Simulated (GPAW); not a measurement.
## How FeNi3 (Awaruite) absorbs and reflects light

Aim: the dielectric function of FeNi3 (Awaruite), and the optical constants that follow from it.

Method: DFT, revPBE, plane-wave PAW (GPAW data sets), scalar-relativistic, RPA, optical limit, in GPAW 26.7.0.

## 1. The starting structure

Symmetry: Pm-3m, No. 221, cubic system. Conventional cell: a = 3.545 Å, b = 3.545 Å, c = 3.545 Å, α = 90.00°, β = 90.00°, γ = 90.00°. Nearest to Ni lie 8 Ni at 2.51 Å and 4 Fe at 2.51 Å. Nearest to Fe lie 12 Ni at 2.51 Å. Farther neighbours are not listed.

## 2. Ground state

First the ground state: is it a metal or has it a gap?

This step: DFT, revPBE, plane-wave PAW (GPAW data sets), scalar-relativistic, ground state (GPAW 26.7.0).

gs.py

```python
from ase import Atoms
from ase.dft.bandgap import bandgap
from gpaw import GPAW, PW, FermiDirac

atoms = Atoms(['Ni', 'Ni', 'Ni', 'Fe'],
              cell=[[3.54500000, 0.00000000, 0.00000000],
                    [0.00000000, 3.54500000, 0.00000000],
                    [0.00000000, 0.00000000, 3.54500000]],
              scaled_positions=[[0.50000000, 0.50000000, 0.00000000],
                                [0.50000000, 0.00000000, 0.50000000],
                                [0.00000000, 0.50000000, 0.50000000],
                                [0.00000000, 0.00000000, 0.00000000]],
              pbc=[True, True, True])
atoms.set_initial_magnetic_moments([1.0, 1.0, 1.0, 3.0])
atoms.calc = GPAW(mode=PW(450), xc='revPBE', kpts={'size': (6, 6, 6), 'gamma': True},
                  occupations=FermiDirac(0.05), maxiter=150, txt='gs.txt')
print('energy (eV)', atoms.get_potential_energy())
print('Fermi level (eV)', atoms.calc.get_fermi_level())
print('valence electrons', atoms.calc.get_number_of_electrons())
print('gap (eV)', bandgap(atoms.calc, output=None)[0])
print('direct gap (eV)', bandgap(atoms.calc, direct=True, output=None)[0])
print('moments', atoms.get_magnetic_moments().round(3).tolist())
atoms.calc.write('gs.gpw')
```

Launch:

```console
$ OMP_NUM_THREADS=1 python gs.py
```

Numbers of over 12 decimals in the logs are rounded to 6 here.

Output:

```text
__  _  _
 | _ |_)|_||  |
 |__||  | ||/\| - 26.7.0

Versions:
  Python: 3.12.14
  ASE:    3.29.0
  Numpy:  2.5.5
  Scipy:  1.18.1
  Libxc:  7.0.0

Input parameters:
  mode=PW(ecut=450.000000),
  kpts=MonkhorstPack(size=(6, 6, 6), gamma=True),
  maxiter=150,
  occupations=Occupations(name='fermi-dirac', width=0.05, fixmagmom=False),
  xc=XC(name='revPBE')

Diagonalizing LCAO Hamiltonian
Converting LCAO to pw mode
   .--------.
  /|        |
 * |        |
 |Ni        |
 | .--Ni----.
 |/    Ni  /
 Fe-------*

Atoms  # Å, Bohr magnetons
|   | symbol |        x |        y |        z |    initial magnetic moments |
| 0 |     Ni | 1.772500 | 1.772500 | 0.000000 | ( 0.0000,  0.0000,  1.0000) |
| 1 |     Ni | 1.772500 | 0.000000 | 1.772500 | ( 0.0000,  0.0000,  1.0000) |
| 2 |     Ni | 0.000000 | 1.772500 | 1.772500 | ( 0.0000,  0.0000,  1.0000) |
| 3 |     Fe | 0.000000 | 0.000000 | 0.000000 | ( 0.0000,  0.0000,  3.0000) |

Unit cell  # Å
| periodic |        x |        y |        z |  lengths |    angles |
|      yes | 3.545000 | 0.000000 | 0.000000 | 3.545000 | 90.000000 |
|      yes | 0.000000 | 3.545000 | 0.000000 | 3.545000 | 90.000000 |
|      yes | 0.000000 | 0.000000 | 3.545000 | 3.545000 | 90.000000 |

Number of symmetries: 48
Symmetry operations  # r_c * U_cc + t_c -> r_c
|    | kind |            matrix            |
|  0 |  E   |  1, 0, 0,  0, 1, 0,  0, 0, 1 |
|  1 |  σ   |  1, 0, 0,  0, 1, 0,  0, 0,-1 |
|  2 |  σ   |  1, 0, 0,  0, 0, 1,  0, 1, 0 |
|  3 |  C4  |  1, 0, 0,  0, 0, 1,  0,-1, 0 |
|  4 |  C4  |  1, 0, 0,  0, 0,-1,  0, 1, 0 |
|  5 |  σ   |  1, 0, 0,  0, 0,-1,  0,-1, 0 |
|  6 |  σ   |  1, 0, 0,  0,-1, 0,  0, 0, 1 |
|  7 |  C2  |  1, 0, 0,  0,-1, 0,  0, 0,-1 |
|  8 |  σ   |  0, 1, 0,  1, 0, 0,  0, 0, 1 |
|  9 |  C2  |  0, 1, 0,  1, 0, 0,  0, 0,-1 |
| 10 |  C3  |  0, 1, 0,  0, 0, 1,  1, 0, 0 |
| 11 |  S6  |  0, 1, 0,  0, 0, 1, -1, 0, 0 |
| 12 |  S6  |  0, 1, 0,  0, 0,-1,  1, 0, 0 |
| 13 |  C3  |  0, 1, 0,  0, 0,-1, -1, 0, 0 |
| 14 |  C4  |  0, 1, 0, -1, 0, 0,  0, 0, 1 |
| 15 |  S4  |  0, 1, 0, -1, 0, 0,  0, 0,-1 |
| 16 |  C3  |  0, 0, 1,  1, 0, 0,  0, 1, 0 |
| 17 |  S6  |  0, 0, 1,  1, 0, 0,  0,-1, 0 |
| 18 |  σ   |  0, 0, 1,  0, 1, 0,  1, 0, 0 |
| 19 |  C4  |  0, 0, 1,  0, 1, 0, -1, 0, 0 |
| 20 |  C2  |  0, 0, 1,  0,-1, 0,  1, 0, 0 |
| 21 |  S4  |  0, 0, 1,  0,-1, 0, -1, 0, 0 |
| 22 |  S6  |  0, 0, 1, -1, 0, 0,  0, 1, 0 |
| 23 |  C3  |  0, 0, 1, -1, 0, 0,  0,-1, 0 |
| 24 |  S6  |  0, 0,-1,  1, 0, 0,  0, 1, 0 |
| 25 |  C3  |  0, 0,-1,  1, 0, 0,  0,-1, 0 |
| 26 |  C4  |  0, 0,-1,  0, 1, 0,  1, 0, 0 |
| 27 |  σ   |  0, 0,-1,  0, 1, 0, -1, 0, 0 |
| 28 |  S4  |  0, 0,-1,  0,-1, 0,  1, 0, 0 |
| 29 |  C2  |  0, 0,-1,  0,-1, 0, -1, 0, 0 |
| 30 |  C3  |  0, 0,-1, -1, 0, 0,  0, 1, 0 |
| 31 |  S6  |  0, 0,-1, -1, 0, 0,  0,-1, 0 |
| 32 |  C4  |  0,-1, 0,  1, 0, 0,  0, 0, 1 |
| 33 |  S4  |  0,-1, 0,  1, 0, 0,  0, 0,-1 |
| 34 |  S6  |  0,-1, 0,  0, 0, 1,  1, 0, 0 |
| 35 |  C3  |  0,-1, 0,  0, 0, 1, -1, 0, 0 |
| 36 |  C3  |  0,-1, 0,  0, 0,-1,  1, 0, 0 |
| 37 |  S6  |  0,-1, 0,  0, 0,-1, -1, 0, 0 |
| 38 |  σ   |  0,-1, 0, -1, 0, 0,  0, 0, 1 |
| 39 |  C2  |  0,-1, 0, -1, 0, 0,  0, 0,-1 |
| 40 |  σ   | -1, 0, 0,  0, 1, 0,  0, 0, 1 |
| 41 |  C2  | -1, 0, 0,  0, 1, 0,  0, 0,-1 |
| 42 |  C2  | -1, 0, 0,  0, 0, 1,  0, 1, 0 |
| 43 |  S4  | -1, 0, 0,  0, 0, 1,  0,-1, 0 |
| 44 |  S4  | -1, 0, 0,  0, 0,-1,  0, 1, 0 |
| 45 |  C2  | -1, 0, 0,  0, 0,-1,  0,-1, 0 |
| 46 |  C2  | -1, 0, 0,  0,-1, 0,  0, 0, 1 |
| 47 |  i   | -1, 0, 0,  0,-1, 0,  0, 0,-1 |

BZ-sampling:
  Number of BZ points: 216
  Number of IBZ points: 20

  Monkhorst-Pack size: [6, 6, 6]
  Monkhorst-Pack shift: [0.083333, 0.083333, 0.083333]

K-points  # in reciprocal-cell coordinates
|     |                                coordinates |     weight |
|   0 | (  0.00000000,   0.00000000,   0.00000000) | 0.00462963 |
|   1 | (  0.16666667,   0.00000000,   0.00000000) | 0.02777778 |
|   2 | (  0.16666667,   0.16666667,   0.00000000) | 0.05555556 |
|   3 | (  0.16666667,   0.16666667,   0.16666667) | 0.03703704 |
|   4 | (  0.33333333,   0.00000000,   0.00000000) | 0.02777778 |
|   5 | (  0.33333333,   0.16666667,   0.00000000) | 0.11111111 |
|   6 | (  0.33333333,   0.16666667,   0.16666667) | 0.11111111 |
|   7 | (  0.33333333,   0.33333333,   0.00000000) | 0.05555556 |
|   8 | (  0.33333333,   0.33333333,   0.16666667) | 0.11111111 |
|   9 | (  0.33333333,   0.33333333,   0.33333333) | 0.03703704 |
| ... |                                            |            |
|  19 | (  0.50000000,   0.50000000,   0.50000000) | 0.00462963 |

Plane wave coefficients: 992
Cutoff: 450.000000 eV

Spin-components: 2 (collinear spins)
Bands:           42
Projectors:      24
Spin-degeneracy: 1
Datatype:        complex128

Parallelization:
  kpt:    1
  domain: 1
  band:   1

Density:
  Valence electrons: 56.0
  Components: 2
  Grid points: [18 18 18]
  Charge: 0.0  # |e|

Potential:
  Grid points: [18 18 18]

species:
  Ni:
    name:    Nickel
    id:
    Z:       28.0
    valence: 16
    core:    12
    charge:  0.0  # [|e|]
    compensation charges:
      type: gauss
      rc: 0.36  # [Å]
      lmax: 2
    cutoffs:
      filter: 2.14  # [Å]
      core: 1.98  # [Å]
    projectors
    | kind |    occ | energy [eV] | rcut [Å] |
    |   4s |  2.000 |      -5.570 |    1.164 |
    |   3p |  6.000 |     -71.384 |    1.207 |
    |   4p |  0.000 |      -1.198 |    1.207 |
    |   3d |  8.000 |      -8.815 |    1.138 |
    |    s |        |      21.642 |    1.164 |
    |    d |        |      18.396 |    1.138 |

    Using partial waves for Ni as LCAO basis

  Fe:
    name:    Iron
    id:
    Z:       26.0
    valence: 8
    core:    18
    charge:  0.0  # [|e|]
    compensation charges:
      type: gauss
      rc: 0.33  # [Å]
      lmax: 2
    cutoffs:
      filter: 2.06  # [Å]
      core: 2.67  # [Å]
    projectors
    | kind |    occ | energy [eV] | rcut [Å] |
    |   4s |  2.000 |      -5.229 |    1.164 |
    |   4p |  0.000 |      -1.300 |    1.058 |
    |   3d |  6.000 |      -7.449 |    1.058 |
    |    s |        |      21.982 |    1.164 |
    |    p |        |      25.911 |    1.058 |
    |    d |        |      19.763 |    1.058 |

    Using partial waves for Fe as LCAO basis

Reference energy: -158739.175058  # eV

eigensolver:
  PPCG
  Converge bands: occupied
  niter=2

density mixing:
  MSR1-Mixer
  Pratt-step length: 0.05
  Maximum mixing coefficient: 0.75
  Old densities: 10
  SVD Regularization: 0.005
  Good broyden scale: 1.0
  Trust region scale: 1.0
  Backstep threshold: 4.0
  History deletion threshold: 6.0
  Fourier metric: weight=20.0, sigma=0.015

occupation numbers:
  Fermi-Dirac:
    width: 0.0500  # eV

poisson solver:
  ecut: 3600.000000  # eV

xc functional:
  name: revPBE with 2 nearest neighbor stencil

convergence criteria:
- Maximum [total energy] change in last 3 cyles: 0.0005 eV / valence electron
- Maximum integral of absolute [dens]ity change: 0.0001 electrons / valence electron
- Maximum integral of absolute [eigenst]ate change: 4e-08 eV^2 / valence electron
maximum number of iterations: 150

SCF iterations
|iter     |      energy | eigst |  dens |  magmom |
|iter:   1||  -29.590496 | +0.44 |       |  +6.0076|
|iter:   2||  -29.136954 | -1.61 | -1.10 |  +5.9504|
|iter:   3||  -29.187014 | -2.92 | -1.40 |  +5.8746|
|iter:   4||  -29.391520 | -2.80 | -1.52 |  +5.6253|
|iter:   5||  -29.586963 | -2.47 | -1.55 |  +5.1902|
|iter:   6||  -29.602337 | -2.59 | -2.04 |  +4.7836|
|iter:   7||  -29.615669 | -3.19 | -2.25 |  +4.9512|
|iter:   8||  -29.616943c| -4.34 | -2.63 |  +4.9265|
|iter:   9||  -29.617090c| -4.97 | -2.99 |  +4.9177|
|iter:  10||  -29.617083c| -5.98 | -3.36 |  +4.9279|
|iter:  11||  -29.617079c| -6.99 | -3.87 |  +4.9300|
|iter:  12||  -29.617076c| -7.47c| -4.01c|  +4.9321|

Converged in 12 steps
SCF loop duration: 34.024 s (2.835 s/step)
Energy contributions relative to reference atoms: (reference = -158739.175058)

Energy contributions:
  Kinetic:          28.283805
  Coulomb:         -21.403256
  Zero:              0.495759
  External:          0.000000
  Xc:              -36.982148
  Entropy:          -0.022473
  Spinorbit:         0.000000
  ----------------------------
  Free energy:     -29.628312
  Extrapolated:    -29.617076

dipole moment: (-15.927530, -15.927530, -15.927530)  # |e|*Ang

Total magnetic moment: (0.000000, 0.000000, 4.932135)

Local magnetic moments
|        x |        y |        z |
| 0.000000 | 0.000000 | 0.716438 |  # Ni   0
| 0.000000 | 0.000000 | 0.716438 |  # Ni   1
| 0.000000 | 0.000000 | 0.716438 |  # Ni   2
| 0.000000 | 0.000000 | 2.912345 |  # Fe   3

Fermi level: 9.192
Eigenvalues  # (at kpt = [0.000, 0.000, 0.000])
| band index |      eig [eV] | occ [0-1] |      eig [eV] | occ [0-1] |
|          0 |       -55.154 |     1.000 |       -54.235 |     1.000 |
|        ... |               |           |               |           |
|         18 |         6.405 |     1.000 |         7.574 |     1.000 |
|         19 |         7.448 |     1.000 |         8.608 |     1.000 |
|         20 |         7.448 |     1.000 |         8.608 |     1.000 |
|         21 |         8.301 |     1.000 |         9.214 |     0.389 |
|         22 |         8.301 |     1.000 |         9.529 |     0.001 |
|         23 |         8.331 |     1.000 |         9.529 |     0.001 |
|         24 |         8.440 |     1.000 |         9.529 |     0.001 |
|         25 |         8.440 |     1.000 |        10.248 |     0.000 |
|         26 |         8.440 |     1.000 |        10.248 |     0.000 |
|         27 |         8.505 |     1.000 |        10.508 |     0.000 |
|         28 |         8.505 |     1.000 |        10.508 |     0.000 |
|         29 |         8.505 |     1.000 |        10.508 |     0.000 |
|         30 |        11.267 |     0.000 |        11.260 |     0.000 |
|         31 |        11.267 |     0.000 |        11.260 |     0.000 |
|         32 |        11.267 |     0.000 |        11.260 |     0.000 |
|        ... |               |           |               |           |
|         41 |        23.689 |     0.000 |        24.048 |     0.000 |

No gap
No difference between direct/indirect transitions

--- standard output ---
energy (eV) -29.617076
Fermi level (eV) 9.191883
valence electrons 56.0
gap (eV) 0.0
direct gap (eV) 0.0
moments [0.716, 0.716, 0.716, 2.912]
```

Elapsed: 38 s, on 1 thread of Arm Neoverse V2, shared host; peak memory 0.17 GiB.

Read-outs, printed or worked out from the files:

```
energy       : -29.62 eV
Fermi energy : 9.192 eV
electrons    : 56
site moments : 0.716, 0.716, 0.716, 2.912 μB
```

There are states at the Fermi level within the smearing, so the occupations stay smeared and the carriers get a Drude term.

## 3. Bands for the response

At the fixed density, many empty bands are solved on the mesh of the response, since the spectrum sums over them.

This step: DFT, revPBE, plane-wave PAW (GPAW data sets), scalar-relativistic, bands at fixed density (GPAW 26.7.0).

nscf.py

```python
from ase.dft.bandgap import bandgap
from gpaw import GPAW, FermiDirac

calc = GPAW('gs.gpw').fixed_density(kpts={'size': (10, 10, 10), 'gamma': True}, nbands=54, convergence={'bands': 48},
                                    occupations=FermiDirac(0.05), txt='nscf.txt')
print('gap (eV)', bandgap(calc, output=None)[0])
print('direct gap (eV)', bandgap(calc, direct=True, output=None)[0])
calc.write('full.gpw', mode='all')
```

Launch:

```console
$ OMP_NUM_THREADS=1 python nscf.py
```

Output:

```text
Diagonalizing LCAO Hamiltonian
Converting LCAO to pw mode
convergence criteria:
- Maximum integral of absolute [eigenst]ate change: 4e-08 eV^2 / valence electron
maximum number of iterations: 150

SCF iterations
|iter     |      energy | eigst |  dens |  magmom |
|iter:   1||             | +2.09 |       |  +4.9321|
|iter:   2||             | +1.19 |       |  +4.9321|
|iter:   3||             | +0.13 |       |  +4.9321|
|iter:   4||             | -0.72 |       |  +4.9321|
|iter:   5||             | -1.36 |       |  +4.9321|
|iter:   6||             | -1.87 |       |  +4.9321|
|iter:   7||             | -2.37 |       |  +4.9321|
|iter:   8||             | -2.78 |       |  +4.9321|
|iter:   9||             | -3.17 |       |  +4.9321|
|iter:  10||             | -3.53 |       |  +4.9321|
|iter:  11||             | -3.87 |       |  +4.9321|
|iter:  12||             | -4.19 |       |  +4.9321|
|iter:  13||             | -4.50 |       |  +4.9321|
|iter:  14||             | -4.80 |       |  +4.9321|
|iter:  15||             | -5.09 |       |  +4.9321|
|iter:  16||             | -5.36 |       |  +4.9321|
[...]
|iter:  25||             | -6.78 |       |  +4.9321|
|iter:  26||             | -6.86 |       |  +4.9321|
|iter:  27||             | -6.96 |       |  +4.9321|
|iter:  28||             | -7.02 |       |  +4.9321|
|iter:  29||             | -7.11 |       |  +4.9321|
|iter:  30||             | -7.21 |       |  +4.9321|
|iter:  31||             | -7.28 |       |  +4.9321|
|iter:  32||             | -7.35 |       |  +4.9321|
|iter:  33||             | -7.43c|       |  +4.9321|
SCF steps: 33
  __  _  _
 | _ |_)|_||  |
 |__||  | ||/\| - 26.7.0

Versions:
  Python: 3.12.14
  ASE:    3.29.0
  Numpy:  2.5.5
  Scipy:  1.18.1
  Libxc:  7.0.0

Input parameters:
  mode=PW(ecut=450.000000),
  convergence={'bands': 48},
  gpts=array([18, 18, 18]),
  kpts=MonkhorstPack(size=(10, 10, 10), gamma=True),
  maxiter=150,
  nbands=54,
  occupations=Occupations(name='fermi-dirac', width=0.05, fixmagmom=False),
  parallel={},
  xc=XC(name='revPBE')

--- standard output ---
gap (eV) 0.0
direct gap (eV) 0.0
```

Wall time 4.2 min (1 thread); peak memory 0.27 GiB.

(Part 1 of 2 ends here.)

[Machine, clock and banner lines and Python warnings are left out of the logs.]

[Logs are printed without paths, hosts, clocks, repeated set-up lines and the standing remarks that a program may print on its own settings, such as how far it seeks lower states.]

[Hosts, paths, dates, database ids (printed as entryN), source tags and the programs' standing remarks are cut or masked in the printed files.]
